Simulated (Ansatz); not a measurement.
## Hf2NOS MXene monolayer in a perpendicular field

What dipole does a perpendicular field induce in the Hf2NOS MXene monolayer? A positive field points along +c.

Calculated with Ansatz 0.2.0; plane-wave DFT, PBE-D3(BJ), Ansatz PAW.

Most raw output is cut from this account.

## 1. The starting structure

The cell holds 5 atoms: 1 S, 2 Hf, 1 N and 1 O. Its edges and angles: a = 3.217 Å, b = 3.217 Å, c = 42.237 Å, α = 90.0°, β = 90.0°, γ = 120.0°. Vacuum lies along c.

Structure file:

```cif
data_structure
_symmetry_space_group_name_H-M 'P 1'
_symmetry_Int_Tables_number 1
_cell_length_a 3.2175
_cell_length_b 3.2175
_cell_length_c 42.2365
_cell_angle_alpha 90.000
_cell_angle_beta 90.000
_cell_angle_gamma 120.000
_cell_volume 378.67
loop_
_atom_site_label
_atom_site_type_symbol
_atom_site_fract_x
_atom_site_fract_y
_atom_site_fract_z
_atom_site_occupancy
S1 S 0.33333 0.66667 0.43327 1
Hf2 Hf 0.66667 0.33333 0.47719 1
N3 N 0.00000 0.00000 0.50724 1
Hf4 Hf 0.33333 0.66667 0.53730 1
O5 O 0.66667 0.33333 0.56673 1
```

## 2. Relaxing the slab

The starting cell is a guess, so the in-plane lattice and the atoms are relaxed first, with the slab cut off from its images along the normal.

Input file input.yaml:

```yaml
crystal:
  lattice:
    - [3.2175, 0.0, 0.0]
    - [-1.60875, 2.7864367367, 0.0]
    - [0.0, 0.0, 42.2365260438]
  atoms:
    - { symbol: S, position: [0.3333333333, 0.6666666667, 0.4332742703] }
    - { symbol: Hf, position: [0.6666666667, 0.3333333333, 0.4771861427], spin: 1.0 }
    - { symbol: "N", position: [0.0, 0.0, 0.5072440073] }
    - { symbol: Hf, position: [0.3333333333, 0.6666666667, 0.5373018718], spin: 1.0 }
    - { symbol: O, position: [0.6666666667, 0.3333333333, 0.5667257297] }
  periodic: [true, true, false]
magnetization:
  spin_polarized: true
kpoints:
  mp_grid: { grid: [12, 12, 1] }
hamiltonian:
  xc: pbe
  dispersion: d3bj
scf:
  occupations: { method: fermi_dirac, width: 0.05 }
  convergence: { dr2_threshold: 1.0e-09 }
relax:
  f_tol: 0.004
  max_steps: 90
  cell: {}
output:
  write_potential: true
  write_density: true
  volumetric_format: npy
```

The run is started by

```console
$ ansatz run input.yaml --threads 2 --pin off --max-ram 3072MiB --backend cpu --events-out ev --progress --plain --runs-dir out
```

Elapsed: 3.6 min, on 2 threads of Intel Xeon 6975P-C (Granite Rapids), shared host; peak memory 1 GiB.

Relaxation path:

```
step  energy less that of the first step (eV)  largest force component (eV/Å)  volume (Å³)
   1                                   0.0000                          4.0069       378.67
   2                                  -0.7738                          1.7315       383.60
   3                                  -0.7342                          1.3413       409.16
   4                                  -0.8929                          0.2566       395.24
   5                                  -0.8951                          0.0877       395.59
   6                                  -0.8956                          0.0024       395.32
  7*                                  -0.9046                          0.0029       395.32
   8                                  -0.9044                          0.0053       395.78
   9                                  -0.9044                          0.0256       395.74
  10                                  -0.9044                          0.0001       395.74
 11*                                  -0.9046                          0.0001       395.74
```

Relaxation steps marked * repeat the geometry before them on a plane-wave basis chosen anew for their cell, so energy and pressure can jump there. Relaxation steps 3, 9 were tried and not accepted.

The run keeps the 6 symmetry operations that it works with, so distortions that break them were not tested.

```
cell as run  before  after  change
      a (Å)   3.217  3.289  +2.2 %
      b (Å)   3.217  3.289  +2.2 %
```

The atoms that moved most (Å, along periodic axes as changes of fractional coordinates times the final cell, across vacuum about the mean position):

```
atom     dx     dy      dz  length
  O5  0.000  0.000  -0.248   0.248
  S1  0.000  0.000   0.218   0.218
 Hf2  0.000  0.000  -0.047   0.047
 Hf4  0.000  0.000   0.042   0.042
  N3  0.000  0.000   0.034   0.034
```

The relaxed structure:

```xyz
5
Lattice="3.2893 0.0000 0.0000 -1.6446 2.8486 0.0000 0.0000 0.0000 42.2365" Properties=species:S:1:pos:R:3
S     0.0000    1.8991   18.5184
Hf    1.6446    0.9495   20.1078
N     0.0000    0.0000   21.4579
Hf    0.0000    1.8991   22.7363
O     1.6446    0.9495   23.6889
```

This step gave:

```
energy at zero smearing : -33304.9897 eV
```

The lattice constant a goes from 3.217 to 3.289 Å.

## 3. Single point, field 0

A sawtooth potential applies the field, turning back in the middle of the vacuum. With the dipole correction the typed value is the field outside the slab. The induced dipole is small, so the SCF threshold is tight.

The cell differs from the one that the last finished run ended in (c 42.237 → 23.171 Å).

Input file input.yaml:

```yaml
crystal:
  lattice:
    - [3.2892523611, 0.0, 0.0]
    - [-1.6446261805, 2.8485761042, 0.0]
    - [0.0, 0.0, 23.1705263827]
  atoms:
    - { symbol: S, position: [0.3333333333, 0.6666666667, 0.3884244946] }
    - { symbol: Hf, position: [0.6666666667, 0.3333333333, 0.4570234265] }
    - { symbol: "N", position: [0.0, 0.0, 0.5152890696] }
    - { symbol: Hf, position: [0.3333333333, 0.6666666667, 0.5704616453] }
    - { symbol: O, position: [0.6666666667, 0.3333333333, 0.6115755054] }
kpoints:
  mp_grid: { grid: [18, 18, 1] }
  band_path:
    path: [[0, 0, 0], [0.5, 0, 0], [0.33333333, 0.33333333, 0], [0, 0, 0]]
    npoints: 16
hamiltonian:
  xc: pbe
  dispersion: d3bj
scf:
  occupations: { method: fermi_dirac, width: 0.02585 }
  convergence: { dr2_threshold: 1.0e-10 }
efield:
  axis: 3
  dipole_correction: true
  ramp_position: 0.97
  ramp_width: 0.06
  amplitude: 0
output:
  dos: { projected: true, e_range: [-6, 5] }
  write_potential: true
  write_density: true
  volumetric_format: npy
  elf: true
```

Wall time 15 s (2 threads); peak memory 0.73 GiB.

Numbers from this step:

```yaml
energy_at_zero_smearing: -33304.9962 eV
work_function_upper_face: 4.407 eV
work_function_lower_face: 5.419 eV
dipole_along_the_normal: 0.05240 e·Å
step_between_the_vacuum_levels: -1.012 eV
```

Running mean over a fixed 2.8 Å (it still follows the layers) of the planar mean; the ramp of the sawtooth is left out. The electron's electrostatic potential energy less the Fermi level by z:

z (Å), electron's electrostatic potential energy less the Fermi level (eV) and a bar from the least value:
```
        3        5.4 ##############################
        4        5.4 ##############################
        5        5.4 ##############################
        6        5.4 ##############################
        7        4.7 #############################
        8        0.6 #####################
        9       -4.4 ############
       10       -9.2 ###
       11       -9.8 ##
       12      -10.5 #
       13      -11.0 
       14       -7.5 ######
       15       -1.1 ##################
       16        3.8 ###########################
       17        4.4 ############################
       18        4.4 ############################
       19        4.4 ############################
       20        4.4 ############################
```

The density of states has structure finer than the step of the table below, so its rows give means over 0.2 eV, whole bins alone (the curve runs from -6 to 1.99 eV). Peaks (eV: height): -5.31: 9.45, -4.70: 7.13, -4.59: 7.70, -4.46: 12.2, -4.40: 8.98, -4.10: 12.1, -2.86: 8.21.

Density of states against energy, zero at the Fermi level; means over each step:

```
energy (eV)  density of states (states/eV a cell)
       -5.8                                  3.65
       -5.6                                  3.44
       -5.4                                  3.78
       -5.2                                  5.23
       -5.0                                  1.52
       -4.8                                  3.78
       -4.6                                  5.38
       -4.4                                  7.33
       -4.2                                  5.92
       -4.0                                  3.28
       -3.8                                  1.90
       -3.6                                 0.630
       -3.4                                  1.52
       -3.2                                  1.82
       -3.0                                  3.15
       -2.8                                  3.68
       -2.6                                  1.68
       -2.4                                  1.62
       -2.2                                  1.70
       -2.0                                  2.23
       -1.8                                  1.81
       -1.6                                  1.04
       -1.4                                 0.655
       -1.2                                 0.366
       -1.0                                 0.463
       -0.8                                 0.881
       -0.6                                 0.926
       -0.4                                  1.02
       -0.2                                  1.10
        0.0                                  1.22
        0.2                                  1.57
        0.4                                  1.38
        0.6                                 0.831
        0.8                                  1.40
        1.0                                  1.69
        1.2                                  1.32
        1.4                                  1.34
        1.6                                  1.66
        1.8                                  2.99
```

Projected DOS per atom over height of the atomic layer and energy from the Fermi level. Layers: S Hf N Hf O from below.

Ten even steps from '0' (0.01 states/eV) to '9' (2.17 states/eV), each cell a mean:
```
03150
02020
02020
01010
02020
02010
01010
01000
00000
20000
51000
51000
51000
92201
41000
21000
42505
44719
32318
12414
01525
01349
```
Columns: height of the atomic layer (Å) from 9 to 14.2 (not evenly spaced); rows upwards: energy from the Fermi level (eV) from -5.96 to 1.96.

Electronic bands along the path, in eV, zero at the Fermi level:

```
  point  band 31  band 32  band 33  band 34  band 35  band 36  band 37  band 38
      Γ    -3.94    -2.86    -1.10    -1.10     0.68     0.71     0.71     1.82
halfway    -4.18    -3.83    -2.56    -1.69    -0.45     1.76     2.07     2.29
      M    -4.38    -4.26    -2.82    -1.88    -1.05     1.78     2.88     3.56
halfway    -4.64    -4.07    -3.28    -2.62    -0.01     2.27     2.33     3.00
      K    -4.59    -4.45    -3.53    -3.03     1.25     1.53     2.19     3.17
halfway    -4.26    -3.78    -2.85    -2.14     0.47     0.67     2.61     2.81
      Γ    -3.94    -2.86    -1.10    -1.10     0.68     0.71     0.71     1.82
```

ELF in the ca plane at fractional y = 0.333, with atoms of Hf and O within 0.2 Å of it. It is the smooth field of the valence electrons, not physical close to the nuclei.

Ten even steps from '0' (0.00) to '9' (0.83), each cell a mean:
```
00000024565235531331115887520000000000000000
00000001222279983121259999741000000000000000
00000000011499994111379579852000000000000000
00000000111389994111269789852000000000000000
00000012443258852221137998631000000000000000
00000136787422222442112465310000000000000000
00001368999742125752221111000000000000000000
00001368999852236752232000000000000000000000
00000257898631114652111233100000000000000000
```
Columns run along c (16.0 Å, from fractional 0.25 to 0.94 of the cell), rows up along a (3.3 Å). Atoms in or near the plane, at fractional coordinates: Hf at (0.46, 0.67), O at (0.61, 0.67).

Electrostatic potential energy in the ca plane at fractional y = 0.333, with atoms of Hf and O within 0.2 Å of it. With pseudopotentials it is smooth inside the atoms' cores, unlike the true potential.

Values in eV, 5 rows by 16 columns, each cell a mean:
```
  7   7   7   3 -18 -24  -1  -1 -11   3   7   7   7   7   7   7
  7   7   7   3 -29 -33  -3   1 -33  -6   7   7   7   7   7   7
  7   7   7   3 -19 -25  -1  -1 -13   3   7   7   7   7   7   7
  7   7   5  -1  -1  -2   0 -10  -4   5   7   7   7   7   7   7
  7   7   5  -1  -1  -2   0 -10  -4   5   7   7   7   7   7   7
```
Columns run along c (16.0 Å, from fractional 0.25 to 0.94 of the cell; values clipped at the 3rd and 97th percentile), rows up along a (3.3 Å). Atoms in or near the plane, at fractional coordinates: Hf at (0.46, 0.67), O at (0.61, 0.67).

Valence density in the ca plane at fractional y = 0.333, with atoms of Hf and O within 0.2 Å of it. It is the smooth field of the valence electrons, not physical close to the nuclei.

Values in e/Å³, 5 rows by 16 columns, each cell a mean:
```
 0  0  0  0  0  0  0  0  3  3  0  0  1  0  0  0
 0  0  0  0  0  0  0  0 13 12  0  1  5  1  0  0
 0  0  0  0  0  0  0  0  4  3  0  0  2  0  0  0
 0  0  0  0  0  0  0  0  0  0  0  1  0  0  0  0
 0  0  0  0  0  0  0  0  0  0  0  1  0  0  0  0
```
Columns run along c (16.0 Å, from fractional 0.08 to 0.77 of the cell), rows up along a (3.3 Å). Atoms in or near the plane, at fractional coordinates: Hf at (0.46, 0.67), O at (0.61, 0.67).

The work function of the upper face is 4.41 eV.

## 4. Atoms held, field 0.1 V/Å

input.yaml: that of step 3 with these lines changed.

```diff
@@ -27,5 +27,4 @@
   ramp_width: 0.06
-  amplitude: 0
+  amplitude: 0.1
 output:
-  dos: { projected: true, e_range: [-6, 5] }
   write_potential: true
@@ -33,2 +32 @@
   volumetric_format: npy
-  elf: true
```

The job ended after 16 s (2 threads; peak memory 0.71 GiB; 32 s of CPU time).

The dipole is 0.0863 e·Å, 0.0339 e·Å from its value without field.

## 5. Single point, field -0.1 V/Å

input.yaml: that of step 4 with these lines changed.

```diff
@@ -27,3 +27,3 @@
   ramp_width: 0.06
-  amplitude: 0.1
+  amplitude: -0.1
 output:
```

Elapsed: 17 s, on 2 threads; peak memory 0.72 GiB; 33 s of CPU time.

The dipole is 0.0185 e·Å, -0.0339 e·Å from its value without field.

## 6. Response, atoms held

This step: plane-wave DFT, PBE-D3(BJ), Ansatz PAW; response to a field along the normal, atoms held (Ansatz 0.2.0).

The dipoles give the slope, and the difference of two potentials shows where the field is screened.

Numbers from this step:

```yaml
equivalent_conductor_thickness_p_eps_0ae: 6.549 Å
distance_between_the_outer_atoms: 5.171 Å
```

Dipole of the cell against applied field:

```
applied field (V/Å)  dipole of the cell (e·Å)
            -0.1000                    0.0185
             0.0000                    0.0524
             0.1000                    0.0863
```

Local field over the applied field, running mean. From the potentials at -0.1 and 0.1 V/Å; running mean over 2.5 Å. Local field over applied field against z:

z (Å), local field over applied field and a bar:
```
      4.5      0.999 ##############################
      5.0      0.998 ##############################
      5.5      0.993 ##############################
      6.0      0.978 #############################
      6.5      0.936 ############################
      7.0      0.839 #########################
      7.5      0.684 ####################
      8.0      0.505 ###############
      8.5      0.325 #########
      9.0      0.172 ####
      9.5      0.081 #
     10.0      0.049 
     10.5      0.038 
     11.0      0.039 
     11.5      0.047 
     12.0      0.052 
     12.5      0.058 #
     13.0      0.089 ##
     13.5      0.156 ####
     14.0      0.270 #######
     14.5      0.423 ############
     15.0      0.596 #################
     15.5      0.757 ######################
     16.0      0.883 ##########################
     16.5      0.957 #############################
     17.0      0.986 ##############################
     17.5      0.996 ##############################
     18.0      0.999 ##############################
     18.5      1.000 ##############################
     19.0      1.000 ##############################
```

Electrons, planar mean, per unit field. Table of induced electron density by z:

```
z (Å)  induced electron density (e/Å³ per V/Å)
  4.5                                   2.2e-6
  5.0                                   8.0e-6
  5.5                                   2.8e-5
  6.0                                   9.5e-5
  6.5                                   3.0e-4
  7.0                                   8.7e-4
  7.5                                  0.00219
  8.0                                  0.00378
  8.5                                  0.00257
  9.0                                   6.5e-4
  9.5                                   5.4e-4
 10.0                                  -5.8e-4
 10.5                                  -1.4e-4
 11.0                                   2.5e-4
 11.5                                   2.9e-4
 12.0                                  -1.7e-4
 12.5                                  -6.7e-4
 13.0                                   1.7e-4
 13.5                                  -1.0e-4
 14.0                                 -0.00204
 14.5                                 -0.00237
 15.0                                 -0.00324
 15.5                                 -0.00160
 16.0                                  -5.9e-4
 16.5                                  -1.9e-4
 17.0                                  -5.8e-5
 17.5                                  -1.7e-5
 18.0                                  -4.7e-6
 18.5                                  -1.3e-6
 19.0                                  -3.6e-7
```

By hand: between -0.1 and 0.1 V/Å the dipole changes by 0.06782 e·Å, a slope of 0.3391 e·Å²/V. A perfect conductor of thickness t has p = ε₀AEt, so t = 180.95 × 0.3391 / 9.370 = 6.55 Å (e/ε₀ = 180.95 V·Å, A in Å²).

The induced dipole is that of a conductor 6.55 Å thick.

## 7. Results

| Property | Result |
| --- | --- |
| gap without field | none |
| work function, upper face | 4.41 eV |
| step between the vacuum levels | -1.01 eV |
| equivalent conductor thickness, atoms held | 6.55 Å |

In words: The induced dipole equals that of a perfect conductor 6.55 Å thick, while the outer atoms lie 5.17 Å apart. The two faces differ: the vacuum level above lies 1.01 eV lower than the one below. There is no gap over 0.03 eV, with or without the field. The first relaxation ran with spin and lost its moment, and the later runs have none; other magnetic states were not tried. Spin-orbit coupling is left out, which matters for the bands of elements this heavy. The MXene's terminations sit over the metal atoms of its far layer; the site over carbon or nitrogen, which some compounds prefer, was not run.

[Logs are printed without paths, hosts, clocks, repeated set-up lines and the standing remarks that a program may print on its own settings, such as how far it seeks lower states.]

[Hosts, paths, dates, database ids (printed as entryN), source tags and the programs' standing remarks are cut or masked in the printed files.]

[Maps of the electrostatic potential energy from Ansatz leave out the sawtooth potential of an applied field or a dipole correction, so their vacuum need not be flat; planar profiles and work functions include it.]

[The density of states shown here was stored with 400 of the rows of the run's finer table, so its peaks can read low, often by over a quarter, or be missed, and its means over a window can be off by a tenth or more.]
